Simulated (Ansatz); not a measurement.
# In2Se (model cell, started as cuprite): following an unstable mode

Aim: this structure of In2Se (model cell, started as cuprite) is to be tested for unstable modes, and one is followed downhill.

Program: Ansatz 0.2.0. Level of theory: DFT PBEsol, scalar-relativistic, plane waves, PAW. Results are calculated unless marked as measured.

This is a report of a sequence of runs, with most program output left out.

The structure was built from a prototype and need not be the compound's stable phase.

### 1. The starting structure

It takes space group Pn-3m (No. 224, cubic). The conventional cell has a = 6.628 Å, b = 6.628 Å, c = 6.628 Å, α = 90.00°, β = 90.00°, γ = 90.00°. Nearest to Se lie 4 In at 2.87 Å. In has 2 Se at 2.87 Å nearest. Farther neighbours and most contacts between anions are not listed.

Structure file:

```cif
data_structure
_symmetry_space_group_name_H-M 'Pn-3m:1'
_symmetry_Int_Tables_number 224
_cell_length_a 6.6284
_cell_length_b 6.6284
_cell_length_c 6.6284
_cell_angle_alpha 90.000
_cell_angle_beta 90.000
_cell_angle_gamma 90.000
_cell_volume 291.23
loop_
_atom_site_label
_atom_site_type_symbol
_atom_site_symmetry_multiplicity
_atom_site_Wyckoff_symbol
_atom_site_fract_x
_atom_site_fract_y
_atom_site_fract_z
_atom_site_occupancy
Se1 Se 2 a 0.00000 0.00000 0.00000 1
In1 In 4 b 0.25000 0.25000 0.25000 1
```

### 2. Response at finite wavevector

The cell comes from relaxations at this level that are not shown. Stability and thermal properties need the whole zone. Linear response on a 2×2×2 q mesh gives force constants as far as a supercell of that size would.

input.yaml

```yaml
crystal:
  lattice:
    - [6.6284302234, 0.0, 0.0]
    - [0.0, 6.6284302234, 0.0]
    - [0.0, 0.0, 6.6284302234]
  atoms:
    - { symbol: Se, position: [0.0, 0.0, 0.0] }
    - { symbol: Se, position: [0.5, 0.5, 0.5] }
    - { symbol: In, position: [0.25, 0.25, 0.25] }
    - { symbol: In, position: [0.75, 0.75, 0.25] }
    - { symbol: In, position: [0.75, 0.25, 0.75] }
    - { symbol: In, position: [0.25, 0.75, 0.75] }
kpoints:
  mp_grid: { grid: [6, 6, 6] }
hamiltonian:
  xc: pbesol
scf:
  occupations: { method: methfessel_paxton, width: 0.2 }
output:
  eigenvalues: true
phonons:
  method: dfpt
  qmesh: [2, 2, 2]
  temperatures: { t_max: 1000, t_step: 50 }
  qpath:
    path:
      - [[0.0, 0.0, 0.0], [0.0, 0.5, 0.0], [0.5, 0.5, 0.0], [0.0, 0.0, 0.0], [0.5, 0.5, 0.5], [0.0, 0.5, 0.0]]
      - [[0.5, 0.5, 0.5], [0.5, 0.5, 0.0]]
    npoints: 10
```

On the command line:

```sh
> ansatz run input.yaml --threads 8 --pin off --max-ram 14336MiB --backend cpu --events-out ev --progress --plain --runs-dir out
```

Elapsed: 3.1 min, on 8 threads of Arm Neoverse V2, shared host; peak memory 4.3 GiB; 24 min of CPU time.

Numbers from this step:

```yaml
volume_per_atom: 48.54 Å³
gap_on_the_k_mesh: 0 eV
sum_rule_residual_before_enforcement: 6.71e-5 eV/Å²
lowest_frequency_on_the_path: -116.5 cm⁻¹
point_group: m-3m
highest_frequency_on_the_path_or_at_a_solved_wavevector: 124.2 cm⁻¹
highest_optical_mode_at_the_zone_centre_no_lo_to_term: 119.0 cm⁻¹
lowest_optical_zone_centre_mode: -116.3 cm⁻¹
lowest_mode_on_the_q_mesh_acoustic_modes_at_gamma_apart: -116.3 cm⁻¹
```

Frequencies (cm⁻¹) solved at each irreducible wavevector; negative means imaginary. Frequencies by wavevector, by row:

```tsv
q in reciprocal lattice units	star	mode 1	mode 2	mode 3	mode 4	mode 16	mode 17	mode 18
0 0 0	1	-116.3	-116.3	-116.3	-101.8	37.1	37.1	119
0 0 -0.5	3	-98.3	-98.3	-83.9	-83.9	38.4	81.3	81.3
0 -0.5 -0.5	3	-105.4	-105.4	-90.4	-90.4	37.9	84.8	84.8
-0.5 -0.5 -0.5	1	-104.7	-104.7	-104.7	-82.5	42.7	42.7	124.2
```

Interpolated from a 2×2×2 q mesh. Phonon branches along the path, in cm⁻¹:

```tsv
point	branch 1	branch 2	branch 3	branch 4	branch 15	branch 16	branch 17	branch 18
Γ	-116	-116	-116	-102	37	37	37	119
halfway	-108	-108	-104	-90	37	37	50	108
X	-98	-98	-84	-84	38	38	81	81
halfway	-102	-102	-91	-91	38	38	83	83
M	-105	-105	-90	-90	38	38	85	85
halfway	-109	-104	-94	-88	35	38	62	101
Γ	-116	-116	-116	-102	37	37	37	119
halfway	-111	-92	-92	-90	37	37	63	103
R	-105	-105	-105	-82	43	43	43	124
halfway	-106	-103	-92	-89	38	40	63	104
X	-98	-98	-84	-84	38	38	81	81
jump to R	-105	-105	-105	-82	43	43	43	124
halfway	-105	-105	-100	-84	41	41	53	113
M	-105	-105	-90	-90	38	38	85	85
```

Symmetry leaves 4 wavevectors to solve. The lowest mode among them, the acoustic zeros apart, lies at Γ and is imaginary, 116.3i cm⁻¹, so the energy falls along it.

### 3. The mode frozen in, largest atomic shift 0 Å

The mode followed lies at q = (0, -0.5, -0.5) with frequency 105.4i cm⁻¹ and is 2-fold degenerate, one of the unstable modes though not the softest. At small amplitude the distorted cell has space group no. 93 by a symmetry search on the positions. The undistorted cell that holds it gives the zero of energy on the same k mesh.

System of this step: In2Se (model cell, started as cuprite). The structure is cubic, space group Pn-3m (No. 224). Conventional cell: a = 6.628 Å, b = 6.628 Å, c = 6.628 Å, α = 90.00°, β = 90.00°, γ = 90.00°. Nearest to Se lie 4 In at 2.87 Å. In has 2 Se at 2.87 Å nearest. Farther neighbours and most contacts between anions are not listed.

input.yaml

```yaml
crystal:
  lattice:
    - [-6.6284302234, 0.0, 0.0]
    - [0.0, -6.6284302234, -6.6284302234]
    - [0.0, -6.6284302234, 6.6284302234]
  atoms:
    - { symbol: Se, position: [0.0, 0.5, 0.5] }
    - { symbol: Se, position: [0.0, 0.0, 0.0] }
    - { symbol: Se, position: [0.5, 0.0, 0.5] }
    - { symbol: Se, position: [0.5, 0.5, 0.0] }
    - { symbol: In, position: [0.75, 0.25, 0.5] }
    - { symbol: In, position: [0.75, 0.75, 0.0] }
    - { symbol: In, position: [0.25, 0.0, 0.25] }
    - { symbol: In, position: [0.25, 0.5, 0.75] }
    - { symbol: In, position: [0.25, 0.0, 0.75] }
    - { symbol: In, position: [0.25, 0.5, 0.25] }
    - { symbol: In, position: [0.75, 0.75, 0.5] }
    - { symbol: In, position: [0.75, 0.25, 0.0] }
kpoints:
  mp_grid: { grid: [6, 4, 4] }
hamiltonian:
  xc: pbesol
scf:
  occupations: { method: methfessel_paxton, width: 0.2 }
output:
  forces: true
  stress: true
  eigenvalues: true
```

It took 8.5 s on 8 threads; peak memory 3 GiB.

This step gave:

```yaml
pressure: -0.009849 GPa
energy_from_the_undistorted_cell: 0 meV/atom
```

The run ends at a pressure of -0.01 GPa.

### 4. The mode frozen in, largest atomic shift 0.6 Å

The atoms are moved along the unstable eigenvector, the largest shift by 0.6 Å, with the cell fixed.

input.yaml

```yaml
crystal:
  lattice:
    - [-6.6284302234, 0.0, 0.0]
    - [0.0, -6.6284302234, -6.6284302234]
    - [0.0, -6.6284302234, 6.6284302234]
  atoms:
    - { symbol: Se, position: [0.0, 0.4547404152, 0.4547404152] }
    - { symbol: Se, position: [0.0, 0.0452595848, 0.0452595848] }
    - { symbol: Se, position: [0.5, 0.0452595848, 0.4547404152] }
    - { symbol: Se, position: [0.5, 0.4547404152, 0.0452595848] }
    - { symbol: In, position: [0.75, 0.25, 0.5329889486] }
    - { symbol: In, position: [0.75, 0.75, -0.0329889486] }
    - { symbol: In, position: [0.25, -0.0329889486, 0.25] }
    - { symbol: In, position: [0.25, 0.5329889486, 0.75] }
    - { symbol: In, position: [0.25, -0.0329889486, 0.75] }
    - { symbol: In, position: [0.25, 0.5329889486, 0.25] }
    - { symbol: In, position: [0.75, 0.75, 0.5329889486] }
    - { symbol: In, position: [0.75, 0.25, -0.0329889486] }
kpoints:
  mp_grid: { grid: [6, 4, 4] }
hamiltonian:
  xc: pbesol
scf:
  occupations: { method: methfessel_paxton, width: 0.2 }
output:
  forces: true
  stress: true
  eigenvalues: true
```

Elapsed: 15 s, on 8 threads; peak memory 2.7 GiB.

Numbers from this step:

```yaml
pressure: -1.672 GPa
energy_from_the_undistorted_cell: -126.9 meV/atom
```

The energy, extrapolated to zero smearing, is -126.87 meV/atom against the undistorted cell.

The run ends at a pressure of -1.67 GPa, with forces up to 0.71 eV/Å.

### 5. Energy along the mode, all amplitudes (two of the runs are shown above)

An imaginary frequency means negative curvature, so the energy should fall and then rise again as anharmonic terms take over.

This step gave:

```yaml
depth_at_the_lowest_point_sampled: 126.9 meV/atom
largest_atomic_shift_at_that_point: 0.6 Å
```

Table of energy from the parent by largest atomic shift:

```tsv
largest atomic shift (Å)	energy from the parent (meV/atom)
0.000	0
0.040	-1.21
0.080	-4.39
0.140	-13.0
0.220	-30.0
0.320	-56.5
0.450	-95.0
0.600	-127
```

Displacement at unit largest shift by atom:

```tsv
atom	x (Å)	y (Å)	z (Å)	size
Se1	0.00	1.00	0.00	1.00
Se2	0.00	-1.00	0.00	1.00
Se3	0.00	0.00	-1.00	1.00
Se4	0.00	0.00	1.00	1.00
In5	0.00	-0.36	0.36	0.51
In6	0.00	0.36	-0.36	0.51
In7	0.00	0.36	0.36	0.51
In8	0.00	-0.36	-0.36	0.51
In9	0.00	0.36	0.36	0.51
In10	0.00	-0.36	-0.36	0.51
In11	0.00	-0.36	0.36	0.51
In12	0.00	0.36	-0.36	0.51
```

The lowest of the steps tried is the last one, at 0.6 Å, 127 meV/atom below the parent; the bottom of the well need not coincide with a step.

### 6. Relaxation from the frozen mode

Starting from the lowest point found, all atoms and the cell are let go, so that strain and other modes of the same symmetry can join in.

input.yaml: that of step 4 with these lines changed.

```diff
@@ -28 +28,6 @@
   eigenvalues: true
+relax:
+  adjacent_minimum: "off"
+  f_tol: 0.002
+  max_steps: 120
+  cell: { stress_tol: 0.03 }
```

The job ended after 7.6 min (8 threads; peak memory 2.9 GiB).

Step by step (22 of 23):

```tsv
step	energy less that of the first step (eV)	largest force component (eV/Å)	pressure (GPa)	volume (Å³)
1	0.0000	0.5013	-1.67	582.45
2	-0.9034	0.4458	-1.98	552.59
3	-2.1083	0.2897	-1.63	498.03
4	-2.7694	0.2344	-0.35	449.34
5	-1.7122	1.0508	4.40	397.12
6	-2.9051	0.0914	0.00	443.82
7	-3.0227	0.0270	0.11	439.08
8	-3.1896	0.0557	0.06	434.28
9	-3.4224	0.0749	-0.14	425.65
10	-3.6783	0.0863	-0.34	413.25
11	-3.9428	0.1680	-0.17	394.38
13	-4.6736	0.1815	0.12	356.92
14	-4.4911	0.2057	0.85	338.71
15	-4.7191	0.0598	-0.30	358.95
16	-4.6929	0.1416	-0.20	350.02
17	-4.7396	0.0264	-0.09	353.39
18	-4.7401	0.0207	0.11	352.07
19	-4.7404	0.0032	0.00	352.89
20	-4.7404	0.0010	0.00	352.82
21*	-4.7347	0.0010	-0.02	352.82
22	-4.7348	0.0002	0.00	352.49
23*	-4.7347	0.0002	0.00	352.49
```

Relaxation steps marked * repeat the geometry before them on a plane-wave basis chosen anew for their cell, so energy and pressure can jump there. Other such steps can lie between the rows shown. Relaxation steps 5, 14, 16 were tried and not accepted.

Forces are held to the 8 operations that the run works with; a distortion that breaks them can't arise in this run.

```tsv
cell as run	before	after	change
a (Å)	6.628	3.724	-43.8 %
b (Å)	9.374	9.729	+3.8 %
c (Å)	9.374	9.729	+3.8 %
volume (Å³/atom)	48.54	29.37	-39.5 %
```

The atoms that moved most (Å, as changes of fractional coordinates times the final cell):

```tsv
atom	dx	dy	dz	length
In7	0.000	0.434	0.434	0.614
In12	0.000	0.434	-0.434	0.614
In5	0.000	-0.434	0.434	0.614
In10	0.000	-0.434	-0.434	0.614
Se1	0.000	-0.184	0.000	0.184
Se2	0.000	0.184	0.000	0.184
Se3	0.000	0.000	0.184	0.184
Se4	0.000	0.000	-0.184	0.184
```

Final coordinates:

```xyz
12
Lattice="-3.7237 0.0000 0.0000 0.0000 -6.8797 -6.8797 0.0000 -6.8797 6.8797" Properties=species:S:1:pos:R:3 pbc="T T T"
Se    0.0000   -6.4413    0.0000
Se    0.0000   -0.4385    0.0000
Se   -1.8618   -3.4399    3.0014
Se   -1.8618   -3.4399   -3.0014
In   -2.7928   -5.8212    2.3814
In   -2.7928   -4.8163   -5.5033
In   -0.9309   -1.0585    2.3814
In   -0.9309   -8.9431    1.3764
In   -0.9309   -4.8163    5.5033
In   -0.9309   -5.8212   -2.3814
In   -2.7928   -8.9431   -1.3764
In   -2.7928   -1.0585   -2.3814
```

Numbers from this step:

- pressure: -1.54e-4 GPa
- volume per atom: 29.37 Å³

The distorted start has space group P4_222; the relaxation ends in P4_222.

### 7. Results

| Item | Value |
| --- | --- |
| unstable mode of the parent | q = (0, -0.5, -0.5), 105i cm⁻¹ |
| depth at the lowest point sampled | 127 meV/atom |
| largest atomic shift at that point | 0.6 Å |
| space group reached (within 0.01 Å) | P4_222 |
| energy gained over the parent (first relaxation, on the mesh of the frozen mode) | 521 meV/atom |
| volume per atom, phase reached | 29.4 Å³ |

Along this mode the structure falls into P4_222, 521 meV/atom below the parent. At the parent's cell the well is 126.9 meV/atom deep on the steps tried, with its lowest point at a shift of 0.6 Å. That is the last step tried, so the steps alone don't bracket the bottom of the well. Relaxing atoms and cell changes the gain by +394.61 meV/atom against the lowest step (energies at zero smearing). Most of the total comes from this relaxation. The modes of the phase reached were not computed on this path. Of the 5 patterns followed to their end from this parent, this one ends 200 meV/atom above the lowest, P-4m2. Each path keeps the symmetry of its pattern, so a lower phase may lie along a pattern not tried. With no gap, or one that is small against the smearing, the frequencies hang on the k mesh and the smearing, most of all near Kohn anomalies. The volume moved by more than a tenth on the k mesh of the start, so the energy gain is rough. The starting cell was built on a prototype and not taken from a measurement, so the phase need not exist.

[Logs are printed without paths, hosts, clocks, repeated set-up lines and the standing remarks that a program may print on its own settings, such as how far it seeks lower states.]

[Hosts, paths, dates, database ids (printed as entryN), source tags and the programs' standing remarks are cut or masked in the printed files.]
